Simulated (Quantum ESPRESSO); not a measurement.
## KCaCl3 (Pm-3m): modes at Γ and the response to a field

Aim: the zone-centre modes of KCaCl3 (Pm-3m).

Calculated with Quantum ESPRESSO 7.5; DFT LDA, scalar-relativistic, plane waves, PseudoDojo norm-conserving pseudopotentials.

Most raw output is cut from this account.

## 1. The starting structure

The structure is cubic, space group Pm-3m (No. 221). The conventional cell has a = 5.394 Å, b = 5.394 Å, c = 5.394 Å, α = 90.00°, β = 90.00°, γ = 90.00°. Nearest to K lie 12 Cl at 3.81 Å. Ca has 6 Cl at 2.70 Å nearest. Nearest to Cl lie 2 Ca at 2.70 Å and 4 K at 3.81 Å. Farther neighbours and most contacts between anions are not listed.

## 2. A probe with smearing

Before anything dear is run, a loose run with smearing shows whether this is a metal and how far the cell is from rest.

File probe.in:

```
&control
   calculation = 'scf'
   prefix = 'x'
   outdir = './tmp'
   pseudo_dir = './pseudo'
   tprnfor = .true.
   tstress = .true.
   verbosity = 'high'
/
&system
   ibrav = 1
   celldm(1) = 10.19228132
   nat = 5
   ntyp = 3
   ecutwfc = 79.0
   occupations = 'smearing'
   smearing = 'gaussian'
   degauss = 0.01
/
&electrons
   conv_thr = 1.0d-07
   mixing_beta = 0.7
   electron_maxstep = 100
/
ATOMIC_SPECIES
 K      39.0983  K.upf
 Ca     40.0780  Ca.upf
 Cl     35.4500  Cl.upf
ATOMIC_POSITIONS crystal
 K      0.000000000   0.000000000   0.000000000
 Ca     0.500000000   0.500000000   0.500000000
 Cl     0.000000000   0.500000000   0.500000000
 Cl     0.500000000   0.000000000   0.500000000
 Cl     0.500000000   0.500000000   0.000000000
K_POINTS automatic
 4 4 4 0 0 0
```

Command:

```bash
$ OMP_NUM_THREADS=1 mpirun -n 4 pw.x -nk 4 -in probe.in > probe.out
```

Elapsed: 17 s, on 4 MPI ranks of Intel Xeon at 2.70GHz, shared host; 65 s of CPU time.

Read from the output:

```
volume per atom   : 31.38 Å³
pressure          : -2.68 GPa
gap on the k-mesh : 4.351 eV
```

A gap of 4.4 eV opens on this mesh, so the crystal is taken as an insulator; the start stands at -2.7 GPa.

## 3. Relaxation

The relaxation runs at a cutoff a fifth above that of the response, since stress converges more slowly with the basis than frequencies do. Forces and stress are brought to rest with tight thresholds.

File relax.in:

```
&control
   calculation = 'vc-relax'
   prefix = 'x'
   outdir = './tmp'
   pseudo_dir = './pseudo'
   tprnfor = .true.
   tstress = .true.
   forc_conv_thr = 2.0d-05
   etot_conv_thr = 1.0d-07
   nstep = 40
/
&system
   ibrav = 1
   celldm(1) = 10.19228132
   nat = 5
   ntyp = 3
   ecutwfc = 95
   occupations = 'fixed'
   nbnd = 22
/
&electrons
   conv_thr = 1.0d-11
   mixing_beta = 0.7
   electron_maxstep = 100
/
&ions
/
&cell
   press_conv_thr = 0.2
/
ATOMIC_SPECIES
 K      39.0983  K.upf
 Ca     40.0780  Ca.upf
 Cl     35.4500  Cl.upf
ATOMIC_POSITIONS crystal
 K      0.000000000   0.000000000   0.000000000
 Ca     0.500000000   0.500000000   0.500000000
 Cl     0.000000000   0.500000000   0.500000000
 Cl     0.500000000   0.000000000   0.500000000
 Cl     0.500000000   0.500000000   0.000000000
K_POINTS automatic
 4 4 4 0 0 0
```

Command:

```bash
$ OMP_NUM_THREADS=1 mpirun -n 4 pw.x -nk 4 -in relax.in > relax.out
```

The job ended after 3.3 min (4 MPI ranks; 13 min of CPU time).

Step by step:

```
step  energy less that of the first step (eV)  largest force (eV/Å)  pressure (GPa)  volume (Å³)
   1                                   0.0000                0.0000           -2.67       156.90
   2                                  -0.0337                0.0000           -2.41       154.77
   3                                  -0.0769                0.0000           -1.98       151.62
   4                                  -0.1238                0.0000           -1.23       146.97
   5                                  -0.1483                0.0000            0.14       140.18
   6                                  -0.1486                0.0000           -0.01       140.82
   7                                  -0.1486                0.0000            0.00       140.77
   8                                  -0.1486                0.0000            0.00       140.77
   9                                  -0.1485                0.0000            0.00       140.77
```

```
conventional cell, symmetrised  before  after   change
                         a (Å)   5.394  5.202   -3.6 %
                         b (Å)   5.394  5.202   -3.6 %
                         c (Å)   5.394  5.202   -3.6 %
              volume (Å³/atom)   31.38  28.15  -10.3 %
```

The relaxed structure:

```cif
data_structure
_symmetry_space_group_name_H-M 'P 1'
_symmetry_Int_Tables_number 1
_cell_length_a 5.2020
_cell_length_b 5.2020
_cell_length_c 5.2020
_cell_angle_alpha 90.000
_cell_angle_beta 90.000
_cell_angle_gamma 90.000
_cell_volume 140.77
loop_
_atom_site_label
_atom_site_type_symbol
_atom_site_fract_x
_atom_site_fract_y
_atom_site_fract_z
_atom_site_occupancy
K1 K 0.00000 0.00000 0.00000 1
Ca2 Ca 0.50000 0.50000 0.50000 1
Cl3 Cl 0.00000 0.50000 0.50000 1
Cl4 Cl 0.50000 0.00000 0.50000 1
Cl5 Cl 0.50000 0.50000 0.00000 1
```

The last row of the table of steps is pw.x's closing run on a basis chosen anew for the final cell, so its energy can jump.

This step gave:

```
volume per atom   : 28.15 Å³
pressure          : -0.001 GPa
gap on the k-mesh : 4.575 eV
```

The volume changes by -10.3 % from the cell with which this run began.

## 4. Self-consistent run for the response

The response is built on this ground state, so it is converged far tighter than an energy would need. With a gap, occupations are fixed, which also allows the response to an electric field.

File scf.in:

```
&control
   calculation = 'scf'
   prefix = 'x'
   outdir = './tmp'
   pseudo_dir = './pseudo'
   tprnfor = .true.
   tstress = .true.
/
&system
   ibrav = 1
   celldm(1) = 9.83042426
   nat = 5
   ntyp = 3
   ecutwfc = 79.0
   occupations = 'fixed'
   nbnd = 22
/
&electrons
   conv_thr = 1.0d-12
   mixing_beta = 0.7
   electron_maxstep = 100
/
ATOMIC_SPECIES
 K      39.0983  K.upf
 Ca     40.0780  Ca.upf
 Cl     35.4500  Cl.upf
ATOMIC_POSITIONS crystal
 K      0.000000000   0.000000000   0.000000000
 Ca     0.500000000   0.500000000   0.500000000
 Cl     0.000000000   0.500000000   0.500000000
 Cl     0.500000000   0.000000000   0.500000000
 Cl     0.500000000   0.500000000   0.000000000
K_POINTS automatic
 4 4 4 0 0 0
```

Command:

```bash
$ OMP_NUM_THREADS=1 mpirun -n 4 pw.x -nk 4 -in scf.in > scf.out
```

Elapsed: 19 s, on 4 MPI ranks; 76 s of CPU time.

The cell stands at -0.001 GPa, close enough for phonons.

## 5. Linear response at Γ

At q = 0 one unit cell holds all displacements; symmetry groups them into irreducible representations that are solved one by one. The response to a field gives ε∞ and the Born charges, which polar modes need.

File ph.in:

```
phonons
&inputph
   prefix = 'x'
   outdir = './tmp'
   fildyn = 'g.dyn'
   tr2_ph = 1.0d-18
   epsil = .true.
/
0.000000000000 0.000000000000 0.000000000000
```

Command:

```bash
$ OMP_NUM_THREADS=1 mpirun -n 4 ph.x -nk 4 -in ph.in > ph.out
```

It took 15 min on 4 MPI ranks.

Read from the output:

| Item | Value |
| --- | --- |
| miss of the charge sum rule | 0.01446 e |
| largest acoustic frequency at the zone centre before the sum rule | 0.32 cm⁻¹ |
| highest optical zone-centre mode (no LO-TO term) | 318.3 cm⁻¹ |
| lowest optical zone-centre mode | -56.61 cm⁻¹ |
| mean high-frequency dielectric constant | 2.772 |
| largest Born charge in size (third of the trace) | 2.403 e |

Born charge (rows field, columns displacement), before the sum rule (e), principal values of the symmetric part by kind of site:

```
atom  atoms with these values    low  middle   high   mean
  K1                        1   1.28    1.28   1.28   1.28
 Ca2                        1   2.40    2.40   2.40   2.40
 Cl3                        3  -1.96   -0.87  -0.87  -1.23
```

In full for Ca2:

```
2.40 0.00 0.00
0.00 2.40 0.00
0.00 0.00 2.40
```

High-frequency dielectric tensor:

```
2.77 0.00 0.00
0.00 2.77 0.00
0.00 0.00 2.77
```

The acoustic modes at Γ come out as far as 0.3 cm⁻¹ from zero, where they should vanish, a small numerical error; the Born charges miss their sum rule by 0.014 e, which is good. The lowest optical mode is imaginary, 57i cm⁻¹, an instability at this level and on this k mesh.

## 6. Modes with the sum rule

A rigid shift of the crystal must cost nothing, but grids and finite bases break this; the acoustic sum rule is imposed before the matrix is diagonalised again. With Born charges the intensities follow; a static dielectric tensor has no meaning with imaginary modes.

File dynmat.in:

```
&input
   fildyn = 'g.dyn'
   asr = 'simple'
   fileig = 'dynmat.eig'
   lperm = .true.
/
```

Command:

```bash
$ dynmat.x -in dynmat.in > dynmat.out
```

The job ended after 0.71 s (1 thread).

This step gave:

- lowest optical zone-centre mode: -56.51 cm⁻¹

Unit eigenvectors of the mass-weighted matrix after the sum rule; no LO-TO term. Modes at Γ, with each element's share of the kinetic energy (negative means imaginary):

```
mode  frequency (cm⁻¹)  K %  Ca %  Cl %
   1             -56.5   71     0    29
   2             -56.5   71     0    29
   3             -56.5   71     0    29
   4               0.0   21    22    57
   5               0.0   21    22    57
   6               0.0   21    22    57
   7              10.4    0     0   100
   8              10.4    0     0   100
   9              10.4    0     0   100
  10              98.5    8    39    53
  11              98.5    8    39    53
  12              98.5    8    39    53
  13             318.3    0    39    61
  14             318.3    0    39    61
  15             318.3    0    39    61
```

Displacements in mode 2 (-56.5 cm⁻¹), the largest set to 1:
```
K1   0.02  0.39  1.00
Ca2  0.00 -0.02 -0.05
Cl3  0.00 -0.19 -0.47
Cl4 -0.01 -0.04 -0.47
Cl5 -0.01 -0.19 -0.10
```

Displacements in mode 14 (318.3 cm⁻¹), the largest set to 1:
```
K1   0.00  0.00  0.00
Ca2  0.00  0.00 -0.76
Cl3  0.00  0.00 -0.07
Cl4  0.00  0.00 -0.07
Cl5  0.00  0.00  1.00
```

Degenerate modes summed, no LO-TO term; imaginary modes left out. Lines of the infrared spectrum (strongest = 100):

```
position (cm⁻¹)  lines merged  IR intensity, relative
             10             3                     0.0
             99             3                     9.5
            318             3                     100
```

The rule moves no optical mode by more than 0.2 cm⁻¹.

## 7. Sum rules set otherwise (asr crystal)

The rule can be imposed in more than one way; the choices should agree where the raw error is small.

File dynmat.in:

```
&input
   fildyn = 'g.dyn'
   asr = 'crystal'
   fileig = 'dynmat.eig'
   lperm = .true.
/
```

Command:

```bash
$ dynmat.x -in dynmat.in > dynmat.out
```

The job ended after 0.68 s (1 thread).

This step gave:

```
lowest optical zone-centre mode : -56.61 cm⁻¹
```

Zone-centre frequencies as printed; negative means imaginary. Modes:

```
mode  frequency (cm⁻¹)
   1            -56.61
   2            -56.61
   3            -56.61
   4                 0
   5                 0
   6                 0
   7             10.43
   8             10.43
   9             10.43
  10             98.57
  11             98.57
  12             98.57
  13             318.3
  14             318.3
  15             318.3
```

Against the first rule no mode moves by more than 0.2 cm⁻¹.

## 8. Sum rules set otherwise (asr no)

Without the rule the raw error of the acoustic modes shows.

File dynmat.in:

```
&input
   fildyn = 'g.dyn'
   asr = 'no'
   fileig = 'dynmat.eig'
   lperm = .true.
/
```

Command:

```bash
$ dynmat.x -in dynmat.in > dynmat.out
```

The job ended after 0.69 s (1 thread).

Zone-centre frequencies as printed; negative means imaginary. Modes:

```
mode  frequency (cm⁻¹)
   1            -56.61
   2            -56.61
   3            -56.61
   4              0.32
   5              0.32
   6              0.32
   7             10.43
   8             10.43
   9             10.43
  10             98.57
  11             98.57
  12             98.57
  13             318.3
  14             318.3
  15             318.3
```

Against the first rule no mode moves by more than 0.4 cm⁻¹.

## 9. Modes along a direction of q (1 0 0)

A longitudinal polar mode sets up a macroscopic field that stiffens it; the term hangs on the direction from which q goes to zero.

File dynmat.in:

```
&input
   fildyn = 'g.dyn'
   asr = 'simple'
   fileig = 'dynmat.eig'
   q(1) = 1.0
   q(2) = 0.0
   q(3) = 0.0
/
```

Command:

```bash
$ dynmat.x -in dynmat.in > dynmat.out
```

Wall time 0.72 s (1 thread).

Read from the output:

```yaml
highest_mode_moved_by_the_lo_to_term: 365.3 cm⁻¹
```

Zone-centre frequencies as printed; negative means imaginary. Modes:

```
mode  frequency (cm⁻¹)
   1            -56.51
   2            -56.51
   3                 0
   4                 0
   5                 0
   6             10.35
   7             10.35
   8             10.35
   9             56.26
  10             98.54
  11             98.54
  12               117
  13             318.3
  14             318.3
  15             365.3
```

The field moves 3 modes; the highest of them now lies at 365 cm⁻¹, where the highest that moved away lay at 318.

## 10. Outcome

| Quantity | Value |
| --- | --- |
| space group after relaxation | Pm-3m |
| volume per atom | 28.2 Å³ |
| gap on the k-mesh | 4.58 eV |
| highest optical zone-centre mode (no LO-TO term) | 318.3 cm⁻¹ |
| lowest optical zone-centre mode | -56.5 cm⁻¹ |
| highest mode moved by the LO-TO term | 365.3 cm⁻¹ |
| mean high-frequency dielectric constant | 2.77 |
| largest Born charge in size (third of the trace) | 2.40 e |
| imaginary optical modes at the zone centre (no q mesh in this session) | yes |

**Reading.** At the LDA level the optical modes of KCaCl3 (Pm-3m) at the zone centre (no LO-TO term) run from 57i to 318 cm⁻¹, so the structure is a saddle point, with 3 modes beyond 10i cm⁻¹ there. Along the directions run, the highest mode that the macroscopic field moves lies at 365 cm⁻¹. Of the 12 optical modes, 9 are infrared active alone and 3 are silent. These are harmonic frequencies at zero temperature: anharmonic shifts and linewidths and thermal expansion are left out. The structure comes from a database and need not be the phase that is stable at ambient conditions.

[Host names and launcher messages were left out of these logs when they were recorded.]

[Logs are printed without paths, hosts, clocks, repeated set-up lines and the standing remarks that a program may print on its own settings, such as how far it seeks lower states.]

[Hosts, paths, dates, database ids (printed as entryN), source tags and the programs' standing remarks are cut or masked in the printed files.]
